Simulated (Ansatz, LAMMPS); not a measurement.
# Relaxing glassy 39BaO-61TiO2 (mol %) (94 atoms), part 2 of 2

Wanted: the relaxed structure of glassy 39BaO-61TiO2 (mol %) (94 atoms) and its electronic structure.

Ansatz 0.2.0; Kohn-Sham DFT, PBE, PAW (set soft_2), plane waves.

The cell: 14 Ba, 22 Ti and 58 O. The quench rate of 50 K/ps is orders of magnitude faster than experiment. The network of bonds at the start is that of the classical potential that made the cell. Only the Γ point is sampled, in a cell whose shortest periodic width is 11 Å. Spin–orbit coupling is left out.

So far, density (g/cm³): step 5 (local order after relaxation) 4.34.

### 6. Single point at the relaxed geometry

The electronic structure is read at the final geometry, in a run of its own.

Contents of input.yaml:

```yaml
crystal:
  lattice:
    - [11.43341, 0.0, 0.0]
    - [0.0, 11.43341, 0.0]
    - [0.0, 0.0, 11.43341]
  atoms:
    - { symbol: Ba, position: [0.28176, 0.92561, 0.86456] }
    - { symbol: Ba, position: [0.5709, 0.47734, 0.82018] }
    - { symbol: Ba, position: [0.83458, 0.30071, 0.68693] }
    - { symbol: Ba, position: [0.87245, 0.97388, 0.48956] }
    - { symbol: Ba, position: [0.34125, 0.27772, 0.9498] }
    - { symbol: Ba, position: [0.17451, 0.98155, 0.31312] }
    - { symbol: Ba, position: [0.19406, 0.15547, 0.59307] }
    - { symbol: Ba, position: [0.9842, 0.8195, 0.06341] }
    - { symbol: Ba, position: [0.68954, 0.76793, 0.64479] }
    - { symbol: Ba, position: [0.42379, 0.37211, 0.50805] }
    - { symbol: Ba, position: [0.02042, 0.46234, 0.13563] }
    - { symbol: Ba, position: [0.6386, 0.81413, 0.29683] }
    - { symbol: Ba, position: [0.75913, 0.49037, 0.34657] }
    - { symbol: Ba, position: [0.29054, 0.6461, 0.28453] }
    - { symbol: Ti, position: [0.99176, 0.71014, 0.39684] }
    - { symbol: Ti, position: [0.44555, 0.97349, 0.48397] }
    - { symbol: Ti, position: [0.04345, 0.16572, 0.04105] }
    - { symbol: Ti, position: [0.49925, 0.47199, 0.16189] }
    - { symbol: Ti, position: [0.39928, 0.69621, 0.59082] }
    - { symbol: Ti, position: [0.52436, 0.18064, 0.73763] }
    - { symbol: Ti, position: [0.1622, 0.42124, 0.74117] }
    - { symbol: Ti, position: [0.26568, 0.63122, 0.95103] }
    - { symbol: Ti, position: [0.77734, 0.57964, 0.01446] }
    - { symbol: Ti, position: [0.0813, 0.47671, 0.46427] }
    - { symbol: Ti, position: [0.63201, 0.15732, 0.49871] }
    - { symbol: Ti, position: [0.78981, 0.02539, 0.1422] }
    - { symbol: Ti, position: [0.93054, 0.2479, 0.39983] }
    - { symbol: Ti, position: [0.77584, 0.25945, 0.96276] }
    - { symbol: Ti, position: [0.92169, 0.59645, 0.77856] }
    - { symbol: Ti, position: [0.54863, 0.78863, 0.96178] }
    - { symbol: Ti, position: [0.25047, 0.30401, 0.26299] }
    - { symbol: Ti, position: [0.11038, 0.79198, 0.63013] }
    - { symbol: Ti, position: [0.98101, 0.03275, 0.7871] }
    - { symbol: Ti, position: [0.7322, 0.99918, 0.83758] }
    - { symbol: Ti, position: [0.59808, 0.20795, 0.20762] }
    - { symbol: Ti, position: [0.44242, 0.00303, 0.16175] }
    - { symbol: O, position: [0.60779, 0.8747, 0.84204] }
    - { symbol: O, position: [0.79687, 0.18648, 0.46796] }
    - { symbol: O, position: [0.7697, 0.42746, 0.96594] }
    - { symbol: O, position: [0.73699, 0.196, 0.1006] }
    - { symbol: O, position: [0.19158, 0.40793, 0.58082] }
    - { symbol: O, position: [0.29516, 0.96871, 0.51456] }
    - { symbol: O, position: [0.10402, 0.63113, 0.50772] }
    - { symbol: O, position: [0.40443, 0.72921, 0.93082] }
    - { symbol: O, position: [0.43673, 0.31444, 0.73654] }
    - { symbol: O, position: [0.1617, 0.74435, 0.93541] }
    - { symbol: O, position: [0.434, 0.09856, 0.83315] }
    - { symbol: O, position: [0.16578, 0.24515, 0.1292] }
    - { symbol: O, position: [0.89675, 0.32137, 0.2694] }
    - { symbol: O, position: [0.37796, 0.40058, 0.24719] }
    - { symbol: O, position: [0.17543, 0.27902, 0.79231] }
    - { symbol: O, position: [0.81688, 0.60077, 0.16062] }
    - { symbol: O, position: [0.62382, 0.37516, 0.19339] }
    - { symbol: O, position: [0.64697, 0.25163, 0.86578] }
    - { symbol: O, position: [0.63598, 0.04672, 0.21563] }
    - { symbol: O, position: [0.08304, 0.0635, 0.91854] }
    - { symbol: O, position: [0.56977, 0.22592, 0.36791] }
    - { symbol: O, position: [0.98324, 0.71667, 0.697] }
    - { symbol: O, position: [0.76733, 0.9467, 0.00836] }
    - { symbol: O, position: [0.96044, 0.06995, 0.13166] }
    - { symbol: O, position: [0.28065, 0.20676, 0.3745] }
    - { symbol: O, position: [0.5125, 0.6372, 0.67879] }
    - { symbol: O, position: [0.62708, 0.28563, 0.60096] }
    - { symbol: O, position: [0.63632, 0.99417, 0.47276] }
    - { symbol: O, position: [0.83597, 0.73707, 0.4333] }
    - { symbol: O, position: [0.09692, 0.92942, 0.71999] }
    - { symbol: O, position: [0.84502, 0.12564, 0.87124] }
    - { symbol: O, position: [0.06835, 0.76307, 0.266] }
    - { symbol: O, position: [0.37417, 0.59107, 0.48055] }
    - { symbol: O, position: [0.83155, 0.91749, 0.24504] }
    - { symbol: O, position: [0.22522, 0.5683, 0.08819] }
    - { symbol: O, position: [0.06073, 0.84846, 0.48828] }
    - { symbol: O, position: [0.78084, 0.56653, 0.72327] }
    - { symbol: O, position: [0.45854, 0.46602, 0.01185] }
    - { symbol: O, position: [0.48736, 0.81782, 0.52196] }
    - { symbol: O, position: [0.95156, 0.28345, 0.99608] }
    - { symbol: O, position: [0.00444, 0.46117, 0.75869] }
    - { symbol: O, position: [0.52348, 0.87579, 0.09347] }
    [... 10 atom lines left out ...]
    - { symbol: O, position: [0.42494, 0.95851, 0.3166] }
    - { symbol: O, position: [0.03237, 0.12774, 0.40482] }
    - { symbol: O, position: [0.26311, 0.75318, 0.66674] }
    - { symbol: O, position: [0.52444, 0.61023, 0.23299] }
    - { symbol: O, position: [0.97459, 0.55037, 0.35385] }
    - { symbol: O, position: [0.25338, 0.51355, 0.83612] }
kpoints:
  mp_grid: { grid: [1, 1, 1] }
hamiltonian:
  xc: pbe
scf:
  occupations: { method: fixed }
output:
  forces: true
  stress: true
  populations: true
  dos:
    method: { smearing: { sigma: 0.1 } }
    de: 0.1
    projected: { site_lists: { Ba: [Ba], O: [O], Ti: [Ti] } }
  eigenvalues: true
  write_density: true
  write_potential: true
  volumetric_format: npy
  elf: true
```

The run is started by

```console
$ ansatz run input.yaml --threads 4 --pin off --max-ram 8192MiB --backend cpu --events-out ev --progress --plain --runs-dir out
```

It took 22 s on 4 threads of Intel Xeon 6975P-C (Granite Rapids), shared host; peak memory 2.3 GiB; 78 s of CPU time.

Numbers from this run:

* free energy: -171336.1888 eV
* free energy per atom: -1822.7254 eV/atom
* SCF cycles: 11
* pressure: 1.179 GPa
* r.m.s. force component: 0.00825 eV/Å
* longest force: 0.03109 eV/Å
* Fermi energy: 6.657 eV
* gap (highest filled to lowest empty level): 2.714 eV
* spilling of the projection: 0.007476

Löwdin charges by element and coordination (they lack the spilled electrons, 0.060 e an atom on average):

| element | coordination | atoms | mean charge (e) | spread | least | most |
| --- | --- | --- | --- | --- | --- | --- |
| Ba | all | 14 | 1.78 | 0.0057 | 1.77 | 1.79 |
| Ba | 7 | 4 | 1.78 | 0.0063 | 1.77 | 1.79 |
| Ba | 8 | 9 | 1.77 | 0.0044 | 1.77 | 1.78 |
| Ba | 9 | 1 | 1.78 | 0 | 1.78 | 1.78 |
| O | all | 58 | -0.801 | 0.079 | -0.967 | -0.647 |
| O | 3 | 26 | -0.776 | 0.0776 | -0.917 | -0.647 |
| O | 4 | 28 | -0.81 | 0.0682 | -0.964 | -0.704 |
| O | 5 | 4 | -0.897 | 0.0693 | -0.967 | -0.783 |
| Ti | all | 22 | 1.24 | 0.0346 | 1.17 | 1.30 |
| Ti | 4 | 10 | 1.22 | 0.0333 | 1.17 | 1.27 |
| Ti | 5 | 11 | 1.25 | 0.026 | 1.22 | 1.30 |
| Ti | 6 | 1 | 1.22 | 0 | 1.22 | 1.22 |

Density of states as counts of states in windows of 1 eV (from the Fermi level), total and the larger projections:

| from (eV) | to (eV) | total | O p | Ti d | Ba p | O s |
| --- | --- | --- | --- | --- | --- | --- |
| -18 | -17 | 8.1 | 0.0 | 0.2 | 0.1 | 6.2 |
| -17 | -16 | 64.8 | 0.1 | 3.8 | 0.7 | 54.8 |
| -16 | -15 | 43.1 | 0.1 | 2.1 | 1.1 | 37.4 |
| -15 | -12 | 0.0 | 0.0 | 0.0 | 0.0 | 0.0 |
| -12 | -11 | 1.0 | 0.0 | 0.0 | 1.0 | 0.0 |
| -11 | -10 | 75.0 | 2.6 | 0.4 | 70.0 | 1.6 |
| -10 | -9 | 8.0 | 0.3 | 0.0 | 7.3 | 0.2 |
| -9 | -5 | 0.0 | 0.0 | 0.0 | 0.0 | 0.0 |
| -5 | -4 | 9.1 | 6.4 | 2.0 | 0.0 | 0.0 |
| -4 | -3 | 90.5 | 65.3 | 20.0 | 0.6 | 0.4 |
| -3 | -2 | 86.5 | 67.8 | 13.5 | 1.0 | 0.7 |
| -2 | -1 | 100.3 | 86.4 | 8.6 | 1.0 | 0.7 |
| -1 | 0 | 60.0 | 55.1 | 2.4 | 0.6 | 0.2 |
| 0 | 1 | 1.5 | 1.4 | 0.0 | 0.0 | 0.0 |
| 1 | 2 | 0.0 | 0.0 | 0.0 | 0.0 | 0.0 |
| 2 | 3 | 7.0 | 0.7 | 5.9 | 0.0 | 0.1 |
| 3 | 4 | 59.5 | 8.1 | 46.4 | 0.0 | 0.8 |
| 4 | 5 | 77.0 | 13.8 | 50.9 | 0.1 | 1.9 |

With fixed occupations the program's Fermi level is the highest filled level; weight inside the gap is the broadening of levels at its edges.

Between -26 and -18 eV lie 28 more states.

The stored curve holds about 576 of the 752 electrons; the rest, give or take the few that broadening carries across the Fermi level, lie in deeper levels below its range.

The levels nearest the highest filled one (over half full), pooled over k-points and spins:

| level less the highest filled one (eV) | occupation |
| --- | --- |
| -0.453 | 2 |
| -0.440 | 2 |
| -0.384 | 2 |
| -0.300 | 2 |
| -0.208 | 2 |
| 0 | 2 |
| 2.71 | 0 |
| 2.84 | 0 |
| 2.88 | 0 |
| 2.95 | 0 |
| 3.04 | 0 |
| 3.06 | 0 |

ELF in the bc plane at fractional x = 0.632, with atoms of Ba and Ti and O within 0.2 Å of it. It is the smooth field of the valence electrons, not physical close to the nuclei.

Ten even steps from '_' (0.00) to '@' (0.88), each cell a mean:
```
__________..::--====::____________..++%%%%++%%##::....__________
________..==##%%%%%%**..____::::::..::##@@%%%%++......==++==::__
________..**%%%%##@@%%::..++%%%%%%++..::++##++::__--##%%%%%%**..
________..++%%%%##%%##::--%%@@@@@@@@++..__....__..**@@%%##@@##..
..--====....++%%%%%%==..==@@@@@@@@@@++..________..==%%@@@@%%++..
++%%%%%%++..__::--::..__::##@@@@@@**::________......::++**++....
%%@@%%@@##::____......____::++**==..________::**%%##==....____--
##%%@@@@##::..--**####==..________________..**@@@@@@@@##::____--
::==++++::..--##%%%%@@%%++..______________::##@@@@@@@@%%--______
..________..--%%##++%%@@**--______________::**@@@@@@%%++..__....
**==..::**++====%%%%@@%%++::________________--++**++--..__::**##
%%%%--++==::**----++**==::______________________..______..**@@%%
++%%====**==**--__....__________________________________::##@@**
%%%%==..--------==--..______..::::..____________..::::....==%%@@
**==::__..==##%%%%**--______::====::..______..++%%@@@@##==..--**
________..++%%%%%%**::______::----::________--%%@@%%**%%@@++____
==++++--....--==--::..::::........____....__==@@%%::__==@@##....
@@@@@@##::::====::..++%%%%##--..____..--::..::%%@@++--##@@++..++
@@++**%%--++**##++::%%%%##@@##--__..::----..__==%%@@@@@@**::::%%
@@%%%%##::==****----%%##**%%%%==____..::..______::====::..__..**
**####==....::::..::##%%@@%%**::______________________....____::
..::....__..::....__::==++==::__________......______::--::..____
__________::::::..__________________::++######==..__......______
__________________________________..==%%@@%%@@##::______________
```
Columns run along b (11.4 Å), rows up along c (11.4 Å). Atoms in or near the plane, at fractional coordinates: Ba at (0.81, 0.30), Ti at (0.16, 0.50), O at (0.38, 0.19), O at (0.25, 0.87), O at (0.05, 0.22), O at (0.29, 0.60), O at (0.99, 0.47), O at (0.66, 0.97).

Valence density in the bc plane at fractional x = 0.632, with atoms of Ba and Ti and O within 0.2 Å of it. It is the smooth field of the valence electrons, not physical close to the nuclei.

Ten steps, logarithmic in the rise over the least value, from '_' (0.0 e/Å³) to '@' (9.0 e/Å³), each cell a mean:
```
____________..::::....____________..::++%%@@%%++----::......____
__________..--++++==::......::::::..::==**##**==----------::....
..______..::++%%%%##==::::--======--::::::--::::..::==****++--::
::........::++%%%%##==::::==++++++==::....______..--++%%%%##==::
::::::::::::--++++==::..::==++++++==--..________..::==**##**--::
--++**++--::::::::......::--==++==--::..______....::::------::::
==**%%##++--..........__....::::::..........::--====--::......::
--++****==::::::--==--::..____________....::==++++++++--..____..
..::----::::::++##%%##==::______________..::==++++++++--..______
........::----**%%@@%%++::________________..--==++++==::..____..
----::==####**++**##**--..__________________..::----::......::--
##**==##@@@@%%**----::..________________________......__..--++##
@@##++**@@@@%%++::....__________________________________..--**@@
##++----++**++==--::..__________________________..........--++##
--::....::--==++==::..______........__________::--======--::::--
..........--==++==::..____............______..--++++++++++--....
::--::::..::------::........................::==++++--++++--....
++##**++--==****==::--==++==::..............::==++++++++++--::--
##@@%%**==##@@%%**==++%%%%##==::..............::==++++++--::::==
**%%##++==**%%%%**==**%%@@##==::..__......______..::::::......--
--====--::--====--::==++**++--..____________________..........::
..........::::::......::::::..__________......______..........__
__________........__________________..::------::............____
__________________________________..::==**##**==::::........____
```
Columns run along b (11.4 Å), rows up along c (11.4 Å). Atoms in or near the plane, at fractional coordinates: Ba at (0.81, 0.30), Ti at (0.16, 0.50), O at (0.38, 0.19), O at (0.25, 0.87), O at (0.05, 0.22), O at (0.29, 0.60), O at (0.99, 0.47), O at (0.66, 0.97).

Mean Löwdin charges: Ba +1.78, O -0.80, Ti +1.24 e (they miss 0.75 % of the electrons, so they add up to more than the cell's charge). The largest share in the top eV of filled states is O p (94 % of the projected weight), and in the lowest eV of empty states Ti d (84 % of the projected weight).

Local excerpt of 11 atoms (numbers count through the whole input) about Ba3, which has 9 bonded neighbours where the commonest count for Ba is 8; x, y, z are measured from there.

| atom | x | y | z | distance (Å) | bonds | Löwdin charge (e) |
| --- | --- | --- | --- | --- | --- | --- |
| Ba3 | 0.00 | 0.00 | 0.00 | 0.00 | 9 | 1.78 |
| O63 | -2.37 | -0.17 | -0.98 | 2.57 | 5 | -0.93 |
| O82 | 1.66 | -1.98 | -0.21 | 2.59 | 4 | -0.82 |
| O86 | 1.46 | 0.80 | -2.06 | 2.65 | 4 | -0.79 |
| O77 | 1.94 | 1.83 | 0.82 | 2.79 | 3 | -0.74 |
| O38 | -0.43 | -1.31 | -2.50 | 2.86 | 4 | -0.82 |
| O67 | 0.12 | -2.00 | 2.11 | 2.91 | 4 | -0.76 |
| O54 | -2.15 | -0.56 | 2.04 | 3.02 | 4 | -0.79 |
| O73 | -0.61 | 3.04 | 0.42 | 3.13 | 4 | -0.86 |
| O88 | -1.90 | -2.60 | 0.31 | 3.23 | 3 | -0.71 |
| Ti28 | -0.67 | -0.47 | 3.15 | 3.26 | 5 | 1.25 |

The column of bonds counts only the pairs O-Ti within 2.64 Å, O-Ba within 3.48 Å; other neighbours, such as metal atoms beside each other in a compound, aren't counted, and periodic images can show an atom twice.

### 7. Summary of results

```yaml
energy_change_in_the_relaxation: -71.17 meV/atom
r_m_s_displacement: 0.479 Å
largest_displacement: 1.538 Å
free_energy_per_atom: -1822.7254 eV/atom
pressure: 1.179 GPa
r_m_s_force_component: 0.00825 eV/Å
spacing_of_highest_filled_and_lowest_empty_level: 2.714 eV
wall_time_of_the_3_dft_runs: 6.1 min
```

What this shows: Relaxation lowers the energy by 71.2 meV/atom and moves atoms by 0.48 Å r.m.s.; the r.m.s. force component goes from 0.81 to 0.0083 eV/Å, the pressure goes from 3.6 to 1.2 GPa, and the gap from 1.84 to 2.71 eV. By the final cutoffs 18 of 212 bonded pairs parted and 16 joined. First to last step the energy falls by 6.690 eV; the largest move, 1.54 Å, is that of O69. The O-Ba bonds change most in mean length: from 2.946 Å (spread 0.208) to 2.847 Å (spread 0.231), and their number from 113 to 109. With the cutoffs above, 64 % of Ba atoms have 8, 48 % of O atoms have 4 and 50 % of Ti atoms have 5 bonded neighbours. The highest filled and lowest empty levels differ by 2.71 eV (at Γ alone); a semilocal functional tends to put such gaps too low. In a disordered cell it changes from sample to sample, and tail or defect levels can set it.

Caveats: The network of bonds at the start is that of the classical potential that made the cell; in DFT 18 of its 212 bonded pairs passed out of the cutoffs and 16 came within them.

[Logs are printed without paths, hosts, clocks, repeated set-up lines and the standing remarks that a program may print on its own settings, such as how far it seeks lower states.]

[Hosts, paths, dates, database ids (printed as entryN), source tags and the programs' standing remarks are cut or masked in the printed files.]
